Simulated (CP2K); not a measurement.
Consider 4-vinylpyridine at its PBE geometry (Å).

```xyz
15

C    -2.4749    1.0068    0.0548
C    -1.7040   -0.0663   -0.1856
C    -0.2431   -0.1489   -0.0665
C     0.5783    0.9224    0.3302
C     1.9574    0.7385    0.4055
N     2.5868   -0.4191    0.1196
C     1.7991   -1.4431   -0.2525
C     0.4092   -1.3589   -0.3584
H    -3.5558    0.9534   -0.0669
H    -2.0653    1.9644    0.3776
H    -2.1884   -0.9932   -0.5060
H     0.1548    1.8949    0.5787
H     2.6029    1.5641    0.7156
H     2.3099   -2.3833   -0.4768
H    -0.1668   -2.2317   -0.6694
```

Method: CP2K XAS_TDP, all-electron GAPW, PBEh(45%), aug-cc-pVDZ, TDA, GW2X-corrected core level, no relativity.

Question: Where do the C K-edge lines lie, and how strong are they?

Leading lines: C1 286.43 eV, C2 286.90 eV, C3 286.81 eV, C4 286.87 eV and C5 287.55 eV. The leading line of an atom is its first one with 35 % of the strongest within 2.5 eV of its lowest line over the strength cut. Core ionisation energies at this level: C3 292.52, C4 292.14, C5 292.85, C1 292.33 and C2 292.53 eV.

The first six lines of each atom with a strength over 0.0015:

```tsv
atom	energy (eV)	states	strength, one atom	above the computed threshold
C1 (bonded to C and 2 H)	286.43	1	0.0475	
	290.30	1	0.0059	
	290.69	1	0.0163	
	291.22	1	0.0039	
	291.45	1	0.0022	
	291.87	1	0.0052	
C2 (bonded to 2 C and H)	286.90	1	0.0409	
	290.22	1	0.0118	
	290.49	1	0.0138	
	290.68	1	0.0038	
	292.20	1	0.0021	
	292.25	1	0.0022	
C3 (bonded to 3 C)	286.81	1	0.0460	
	290.56	1	0.0113	
	292.94	1	0.0028	yes
	293.13	1	0.0024	yes
	293.20	1	0.0025	yes
	293.49	1	0.0034	yes
C4 (bonded to 2 C and H)	286.87	1	0.0442	
	288.50	1	0.0034	
	290.21	1	0.0115	
	291.10	1	0.0022	
	291.76	1	0.0033	
	291.85	1	0.0040	
C5 (bonded to C, N and H)	287.55	1	0.0547	
	291.03	1	0.0112	
	291.94	1	0.0020	
	292.55	1	0.0021	
	292.63	1	0.0035	
	293.52	1	0.0016	yes
```

Lines are vertical, at one geometry, with no vibrational structure. GW2X ionisation energies and lines can be off by 1 to 2 eV either way, and a good line position may hide errors that cancel. Atoms with the same bonds but other surroundings in this conformer are left out. These values hold no scalar relativity, about 0.1 eV for C 1s. Rydberg lines, and the discretised continuum above threshold, depend on the basis and the box.

[Banner, clock and machine lines of the logs are left out without a mark of their own.]

[Logs are printed without paths, hosts, clocks, repeated set-up lines and the standing remarks that a program may print on its own settings, such as how far it seeks lower states.]

[Hosts, paths, dates, database ids (printed as entryN), source tags and the programs' standing remarks are cut or masked in the printed files.]
